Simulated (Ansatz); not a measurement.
## Neighbourhoods of single atoms in graphene zigzag nanoribbon, H-capped, B on C sites (78 atoms)

The cell holds 78 atoms: 64 C, 8 B and 6 H. Its edges and angles: a = 7.380 Å, b = 36.325 Å, c = 10.000 Å, α = 90.0°, β = 90.0°, γ = 90.0°. It derives from C (graphene) and B. Graphene (a = 2.46 Å), rectangular cell with x along the zigzag direction; strip nominally 27 Å wide, 3 periods, edges capped with H, 10 Å of vacuum, 8 of 72 C replaced by B at random; not relaxed, displaced by a Gaussian of 0.02 Å. Regions: sheet, 72 atoms (64 C and 8 B); hydrogen, 6 atoms (6 H). Vacuum lies along b and c. The structure repeats along a.

Method: Kohn-Sham DFT, PBE+D3(BJ), PAW (set soft_2), plane waves (Ansatz 0.2.0; cutoff 420 eV, k-mesh 2×1×1, gaussian smearing of 0.05 eV), at the geometry as built.

The whole cell was solved; only parts of it are printed.

A closer look about C6, which bears the longest force: 25 atoms, nearest first, numbered in the order of the input, with positions taken from that point.

```
atom      x      y      z  distance (Å)  bonds  intrinsic-atomic-orbital charge (e)     Fx     Fy  Fz (eV/Å)
  C6   0.00   0.00   0.00          0.00      3                                -0.07  -6.04  -3.37      -0.69
 B29   1.20   0.68  -0.03          1.38      3                                 0.07   1.49   0.40       0.04
  C5  -1.27   0.72  -0.08          1.47      3                                 0.03   1.28  -2.67       0.60
  C3  -0.02  -1.47  -0.07          1.47      3                                 0.03  -1.67   1.52       0.73
 C32   1.18   2.08  -0.07          2.39      3                                -0.09   1.54   4.22       0.01
 C30   2.44  -0.03  -0.08          2.44      3                                -0.16   3.35   2.15      -0.14
 C54  -2.46  -0.07  -0.06          2.46      3                                 0.03  -1.05   3.67      -0.55
 C28   1.21  -2.15  -0.05          2.46      3                                -0.06  -2.11  -2.16       0.13
  C8  -1.29   2.14  -0.07          2.50      3                                 0.03   0.50  -2.41      -0.01
  C4  -1.27  -2.16  -0.03          2.50      3                                 0.01   1.86   0.93      -0.45
  C7  -0.04   2.77  -0.06          2.77      3                                 0.03   0.82   2.69      -0.33
 B27   2.46  -1.44  -0.05          2.85      3                                 0.02  -1.25   0.40      -0.09
 C51  -2.47  -1.45  -0.07          2.86      3                                 0.02  -1.27  -1.12       0.47
 C53   3.65   0.71  -0.10          3.72      3                                 0.04   0.52  -1.76       0.64
 C31   2.47   2.81  -0.08          3.75      3                                 0.06  -5.30   0.12       0.31
 C55  -2.50   2.80  -0.04          3.75      3                                -0.08  -0.50  -2.33       0.35
 C25   1.19  -3.58  -0.02          3.77      3                                 0.01  -1.22  -0.39      -0.42
  C1  -1.28  -3.56  -0.03          3.78      3                                 0.00   0.97  -1.29      -0.23
 C53  -3.73   0.71  -0.10          3.80      3                                 0.04   0.52  -1.76       0.64
 C10  -0.03   4.21  -0.09          4.21      3                                 0.03  -0.24   0.92       0.77
 C56   3.65   2.12  -0.01          4.22      3                                 0.03   2.59  -1.98      -0.83
 C52   3.66  -2.14  -0.04          4.24      3                                -0.10   3.78  -3.52      -0.06
  C2  -0.05  -4.26  -0.07          4.26      3                                -0.12   0.64  -0.01       0.46
 C56  -3.73   2.12  -0.01          4.29      3                                 0.03   2.59  -1.98      -0.83
 C52  -3.72  -2.14  -0.04          4.29      3                                -0.10   3.78  -3.52      -0.06
```

The column of bonds counts only the pairs C-C within 1.82 Å, C-B within 1.82 Å, C-H within 1.39 Å, B-B within 1.82 Å; other neighbours, such as metal atoms beside each other in a compound, aren't counted, and periodic images can show an atom twice.

Local excerpt of 30 atoms (numbers count through the whole input) about H77, one of the 6 H atoms; x, y, z are measured from there.

```
atom      x     y      z  distance (Å)  bonds  intrinsic-atomic-orbital charge (e)     Fx     Fy  Fz (eV/Å)
 H77   0.00  0.00   0.00          0.00      1                                 0.18   0.34   0.41       0.03
 C50   0.03  1.11   0.02          1.11      3                                -0.11  -2.64  -0.86      -0.03
 C49  -1.26  1.77   0.03          2.17      3                                 0.02   1.78   0.79       0.01
  C1   1.21  1.82   0.03          2.18      3                                 0.00   0.97  -1.29      -0.23
 H73   2.44  0.02   0.00          2.44      1                                 0.18  -0.15   0.05      -0.07
 H75  -2.46  0.00   0.01          2.46      1                                 0.19  -0.20  -0.63       0.02
  C2   2.44  1.12  -0.01          2.68      3                                -0.12   0.64  -0.01       0.46
 C26  -2.49  1.07   0.02          2.71      3                                -0.13   1.03   0.75       0.07
  C4   1.22  3.22   0.03          3.44      3                                 0.01   1.86   0.93      -0.45
 C52  -1.23  3.24   0.02          3.46      3                                -0.10   3.78  -3.52      -0.06
 C51   0.02  3.92  -0.01          3.92      3                                 0.02  -1.27  -1.12       0.47
 C25   3.69  1.79   0.04          4.10      3                                 0.01  -1.22  -0.39      -0.42
 C25  -3.69  1.79   0.04          4.11      3                                 0.01  -1.22  -0.39      -0.42
 B27  -2.43  3.93   0.01          4.62      3                                 0.02  -1.25   0.40      -0.09
  C3   2.48  3.90  -0.01          4.62      3                                 0.03  -1.67   1.52       0.73
 C28  -3.68  3.23   0.01          4.89      3                                -0.06  -2.11  -2.16       0.13
 C28   3.70  3.23   0.01          4.91      3                                -0.06  -2.11  -2.16       0.13
 H75   4.92  0.00   0.01          4.92      1                                 0.19  -0.20  -0.63       0.02
 H73  -4.94  0.02   0.00          4.94      1                                 0.18  -0.15   0.05      -0.07
 C26   4.89  1.07   0.02          5.00      3                                -0.13   1.03   0.75       0.07
  C2  -4.94  1.12  -0.01          5.07      3                                -0.12   0.64  -0.01       0.46
 C54   0.03  5.31   0.00          5.31      3                                 0.03  -1.05   3.67      -0.55
 C30  -2.45  5.35  -0.02          5.88      3                                -0.16   3.35   2.15      -0.14
  C6   2.49  5.37   0.06          5.92      3                                -0.07  -6.04  -3.37      -0.69
 C53  -1.24  6.08  -0.04          6.21      3                                 0.04   0.52  -1.76       0.64
  C5   1.22  6.10  -0.02          6.22      3                                 0.03   1.28  -2.67       0.60
  C3  -4.90  3.90  -0.01          6.27      3                                 0.03  -1.67   1.52       0.73
 B27   4.95  3.93   0.01          6.32      3                                 0.02  -1.25   0.40      -0.09
 C49   6.12  1.77   0.03          6.37      3                                 0.02   1.78   0.79       0.01
  C1  -6.17  1.82   0.03          6.43      3                                 0.00   0.97  -1.29      -0.23
```

The column of bonds counts only the pairs C-C within 1.82 Å, C-B within 1.82 Å, C-H within 1.39 Å, B-B within 1.82 Å; other neighbours, such as metal atoms beside each other in a compound, aren't counted, and periodic images can show an atom twice.

Local excerpt of 33 atoms (numbers count through the whole input) about C47, whose charge lies farthest from its element's mean; x, y, z are measured from there.

```
atom      x      y      z  distance (Å)  bonds  intrinsic-atomic-orbital charge (e)     Fx     Fy  Fz (eV/Å)
 C47   0.00   0.00   0.00          0.00      3                                -0.19  -2.87   0.72       0.08
 H76  -0.02   1.09   0.02          1.09      1                                 0.17  -0.37   0.29      -0.05
 B72   1.23  -0.71   0.02          1.42      3                                -0.02  -1.28   0.22      -0.02
 C48  -1.23  -0.73   0.01          1.43      3                                 0.01   0.15   3.42       0.14
 C45  -1.19  -2.12   0.03          2.44      3                                 0.01  -1.90  -1.81      -0.45
 C71   2.44  -0.02   0.04          2.44      3                                -0.19   3.80   3.57      -0.15
 C23  -2.46   0.03   0.03          2.46      3                                -0.13   0.10  -3.73      -0.09
 C69   1.23  -2.14   0.03          2.47      3                                -0.05   0.56  -3.93       0.08
 H74  -2.44   1.08   0.04          2.67      1                                 0.21   0.12   1.65      -0.02
 H78   2.46   1.12   0.01          2.70      1                                 0.15   0.13  -0.92       0.10
 C46   0.01  -2.90   0.01          2.90      3                                 0.01   0.56   5.41       0.26
 C22  -2.46  -2.80   0.00          3.72      3                                 0.01   0.20  -0.89       0.57
 C24   3.68  -0.67   0.03          3.74      3                                 0.01   0.49   1.16       0.15
 C24  -3.70  -0.67   0.03          3.76      3                                 0.01   0.49   1.16       0.15
 C70   2.46  -2.87   0.05          3.78      3                                -0.09  -0.48   5.03      -0.18
 C43   0.00  -4.21   0.03          4.21      3                                 0.04   0.01  -6.57      -0.17
 C21   3.67  -2.09   0.04          4.22      3                                 0.03   0.78  -1.74      -0.11
 C21  -3.71  -2.09   0.04          4.26      3                                 0.03   0.78  -1.74      -0.11
 C19  -2.45  -4.27   0.03          4.92      3                                 0.03  -1.40   0.96      -0.39
 C23   4.92   0.03   0.03          4.92      3                                -0.13   0.10  -3.73      -0.09
 B67   2.43  -4.28   0.02          4.92      3                                 0.06   0.82   0.47       0.02
 C71  -4.94  -0.02   0.04          4.94      3                                -0.19   3.80   3.57      -0.15
 H78  -4.92   1.12   0.01          5.04      1                                 0.15   0.13  -0.92       0.10
 H74   4.94   1.08   0.04          5.05      1                                 0.21   0.12   1.65      -0.02
 C44  -1.24  -4.96   0.01          5.12      3                                 0.02   0.65   0.69      -0.02
 C68   1.23  -5.01   0.02          5.16      3                                -0.10  -4.01   0.11       0.00
 C22   4.92  -2.80   0.00          5.66      3                                 0.01   0.20  -0.89       0.57
 C70  -4.92  -2.87   0.05          5.70      3                                -0.09  -0.48   5.03      -0.18
 C20   3.67  -4.97   0.01          6.17      3                                -0.08   4.67  -1.60       0.16
 B72  -6.15  -0.71   0.02          6.19      3                                -0.02  -1.28   0.22      -0.02
 C48   6.15  -0.73   0.01          6.19      3                                 0.01   0.15   3.42       0.14
 C20  -3.71  -4.97   0.01          6.20      3                                -0.08   4.67  -1.60       0.16
 C41  -1.21  -6.37  -0.04          6.49      3                                 0.01  -0.80  -1.04       0.89
```

The column of bonds counts only the pairs C-C within 1.82 Å, C-B within 1.82 Å, C-H within 1.39 Å, B-B within 1.82 Å; other neighbours, such as metal atoms beside each other in a compound, aren't counted, and periodic images can show an atom twice.

A closer look about C62, picked at random: 46 atoms, nearest first, numbered in the order of the input, with positions taken from that point.

```
atom      x      y      z  distance (Å)  bonds  intrinsic-atomic-orbital charge (e)     Fx     Fy  Fz (eV/Å)
 C62   0.00   0.00   0.00          0.00      3                                 0.05  -2.55   0.14       0.21
 C13   1.19   0.68   0.01          1.37      3                                -0.07  -0.02   2.96      -0.10
 C59  -0.02  -1.41  -0.01          1.41      3                                 0.05  -0.15   0.02       0.31
 C61  -1.27   0.73   0.04          1.46      3                                -0.10   1.59  -5.83      -0.46
 C38  -2.44  -0.05   0.02          2.44      3                                 0.05  -1.03   2.43       0.35
 B64  -1.23   2.12  -0.03          2.45      3                                 0.07  -1.74   0.84       0.28
 C12   1.20  -2.13  -0.01          2.45      3                                 0.06   2.57  -1.83       0.20
 B14   2.46  -0.03   0.03          2.46      3                                 0.07  -0.56   0.15      -0.02
 C16   1.22   2.14   0.00          2.47      3                                 0.05  -0.27  -1.03       0.34
 C60  -1.22  -2.14   0.03          2.47      3                                -0.08  -0.49   2.00      -0.22
 C63  -0.01   2.82   0.02          2.82      3                                -0.09   3.91   2.85      -0.55
 C35  -2.44  -1.44   0.02          2.84      3                                 0.03  -0.17  -0.28      -0.04
 C11   2.47  -1.48   0.03          2.88      3                                -0.11  -1.06  -1.41      -0.27
 C37   3.69   0.69   0.05          3.75      3                                -0.08   2.84   0.64      -0.21
 C37  -3.69   0.69   0.05          3.76      3                                -0.08   2.84   0.64      -0.21
  C9   1.22  -3.56   0.00          3.76      3                                -0.07   2.86   1.68      -0.40
 C39  -2.48   2.83   0.00          3.77      3                                -0.09  -2.03   1.13       0.17
 C15   2.48   2.83   0.02          3.77      3                                 0.01  -1.62  -0.39       0.03
 B57  -1.25  -3.60   0.01          3.82      3                                 0.03  -3.34   4.19      -0.03
 C40   3.68   2.11   0.03          4.24      3                                 0.05   1.01   0.39      -0.11
 C66  -0.03   4.25  -0.02          4.25      3                                 0.04   2.66  -0.98       0.60
 C40  -3.70   2.11   0.03          4.26      3                                 0.05   1.01   0.39      -0.11
 C36  -3.69  -2.15   0.01          4.27      3                                 0.04  -0.14  -1.50       0.53
 C36   3.69  -2.15   0.01          4.27      3                                 0.04  -0.14  -1.50       0.53
 B58   0.00  -4.29   0.01          4.29      3                                 0.02   3.69  -1.77      -0.02
 C18   2.45   4.24   0.01          4.89      3                                 0.01   0.55   1.33      -0.22
 C42  -2.47   4.23   0.03          4.90      3                                 0.04  -0.07   1.10      -0.70
 B14  -4.92  -0.03   0.03          4.92      3                                 0.07  -0.56   0.15      -0.02
 C38   4.94  -0.05   0.02          4.94      3                                 0.05  -1.03   2.43       0.35
 C10   2.46  -4.30  -0.03          4.95      3                                 0.03  -0.24   0.92       0.77
 C34  -2.48  -4.31   0.00          4.97      3                                -0.08  -1.74  -0.74       0.26
 C65  -1.21   4.96   0.01          5.11      3                                 0.03  -3.22  -0.28      -0.01
 C17   1.21   4.98   0.03          5.13      3                                 0.03   0.53  -1.23      -0.44
 C11  -4.91  -1.48   0.03          5.13      3                                -0.11  -1.06  -1.41      -0.27
 C33  -3.69  -3.58   0.06          5.14      3                                 0.04  -0.81  -0.57      -0.99
 C33   3.69  -3.58   0.06          5.14      3                                 0.04  -0.81  -0.57      -0.99
 C35   4.94  -1.44   0.02          5.15      3                                 0.03  -0.17  -0.28      -0.04
 C39   4.90   2.83   0.00          5.65      3                                -0.09  -2.03   1.13       0.17
 C15  -4.90   2.83   0.02          5.66      3                                 0.01  -1.62  -0.39       0.03
 C55  -0.01  -5.71   0.02          5.71      3                                -0.08  -0.50  -2.33       0.35
 C61   6.11   0.73   0.04          6.16      3                                -0.10   1.59  -5.83      -0.46
 C31  -2.42  -5.69  -0.01          6.18      3                                 0.06  -5.30   0.12       0.31
 C41  -3.68   4.97  -0.05          6.19      3                                 0.01  -0.80  -1.04       0.89
 C41   3.70   4.97  -0.05          6.20      3                                 0.01  -0.80  -1.04       0.89
 C13  -6.19   0.68   0.01          6.22      3                                -0.07  -0.02   2.96      -0.10
  C7   2.45  -5.74   0.00          6.24      3                                 0.03   0.82   2.69      -0.33
```

The column of bonds counts only the pairs C-C within 1.82 Å, C-B within 1.82 Å, C-H within 1.39 Å, B-B within 1.82 Å; other neighbours, such as metal atoms beside each other in a compound, aren't counted, and periodic images can show an atom twice.

Length of the force by element:

```
element  coordination  atoms  mean length of the force (eV/Å)  spread  least  most
      B           all      8                             2.13    1.57  0.575  5.36
      C           all     64                             2.77    1.53  0.328  6.95
      H           all      6                            0.738   0.469  0.173  1.65
```

Intrinsic-atomic-orbital charges by element:

```
element  coordination  atoms  mean charge (e)  spread    least    most
      B           all      8           0.0389  0.0284  -0.0183  0.0668
      C           all     64          -0.0218  0.0685   -0.190  0.0637
      H           all      6            0.180  0.0162    0.153   0.206
```

The main run has no spin polarisation, so any moments at edges, vacancies or dangling bonds can't form in it.

[Logs are printed without paths, hosts, clocks, repeated set-up lines and the standing remarks that a program may print on its own settings, such as how far it seeks lower states.]

[Hosts, paths, dates, database ids (printed as entryN), source tags and the programs' standing remarks are cut or masked in the printed files.]
